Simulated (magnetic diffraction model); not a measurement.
# Solving a magnetic structure from powder neutron data: YbPb5

Space group Immm (no. 71), a = 4.7010 Å, b = 7.2100 Å, c = 11.7810 Å.

| site | atom | x | y | z |
| --- | --- | --- | --- | --- |
| 2d | Pb | 0 | 1/2 | 0 |
| 8l | Pb | 1/2 | 0.2904 | 0.8329 |
| 2a | Yb | 0 | 0 | 0 |

The compound is invented for this exercise: a known structure type with other elements, its cell scaled to their sizes and not relaxed.

Only Yb is taken to order (form factors of Yb3+); orders and moment sizes are assumed, and not adapted to the symmetry. Radiation: neutrons of λ = 1.594 Å, 3° to 45°; isotropic B of 0.25 Å² (Pb) and 0.25 Å² (Yb). Simulated constant-wavelength pattern: nuclear and magnetic terms add, the magnetic one as |2.695 fm × Σ f S⊥ exp(2πi Q·r) exp(−B s²)|², summed over all Q at one angle with the factor 1/(sin²θ cos θ). For collinear order S is the moment m, which repeats by lattice and centring translations R with the sign exp(−2πi k·R). Free-ion form factors, Sears's scattering lengths of 1992, no absorption; a label names one of the reflections at its angle. The strongest nuclear line in the range is 100, and lines under 0.2 are left out.

Above the ordering temperature:

```
2θ (°)    index      I
 14.89  (0 1 1)    0.3
 15.55  (0 0 2)    0.4
 21.04  (1 0 1)    0.6
 23.35  (1 1 0)    7.4
 25.55  (0 2 0)    2.5
 26.72  (0 1 3)    5.7
 28.18  (1 1 2)    0.2
 30.05  (0 2 2)   43.4
 30.67  (1 0 3)  100.0
 33.32  (1 2 1)   70.5
 39.56  (0 3 1)    4.5
 39.64  (2 0 0)   30.9
 40.33  (1 2 3)    4.1
 40.91  (0 2 4)   23.8
 43.73  (1 3 0)    7.7
```

Below it (cell unchanged):

```tsv
2θ (°)	I
14.89	2.4
15.55	2.4
21.04	2.1
23.35	8.4
25.55	2.7
26.72	6.8
28.18	1.8
30.05	43.9
30.67	100.8
31.40	0.6
33.32	71.2
39.50	0.9
39.56	4.6
39.64	31.1
40.33	4.8
40.91	24.1
41.69	0.5
42.57	0.7
42.82	0.4
43.73	7.8
44.47	0.4
```

**Question.** Find the propagation vector, then choose among these models:
A. collinear moments along [111], 2.3 μB on Yb
B. collinear moments along [110], 2.3 μB on Yb
C. collinear moments along [010], 2.3 μB on Yb

No line moves, and magnetic intensity falls on nuclear lines such as the one at 14.89°, so the magnetic cell equals the chemical primitive cell: k = 0.

Magnetic intensity, observed (below minus above) and for each model:

| 2θ (°) | index | observed | A | B | C |
| --- | --- | --- | --- | --- | --- |
| 14.89 | (0 1 1) | 2.1 | 2.7 | 2.1 | 1.2 |
| 15.55 | (0 0 2) | 1.9 | 0.7 | 1.9 | 1.9 |
| 21.04 | (1 0 1) | 1.5 | 1.7 | 1.5 | 2.1 |
| 23.35 | (1 1 0) | 1.0 | 1.4 | 1.0 | 1.2 |
| 25.55 | (0 2 0) | 0.2 | 0.5 | 0.2 | <0.2 |
| 26.72 | (0 1 3) | 1.0 | 0.5 | 1.0 | 0.9 |
| 30.67 | (1 0 3) | 0.8 | 0.5 | 0.8 | 0.9 |
| 33.32 | (1 2 1) | 0.7 | 1.2 | 0.7 | 0.6 |

Model B matches.

The structure used: k = (0 0 0), collinear moments along [110], 2.3 μB on Yb.

[Logs are printed without paths, hosts, clocks, repeated set-up lines and the standing remarks that a program may print on its own settings, such as how far it seeks lower states.]
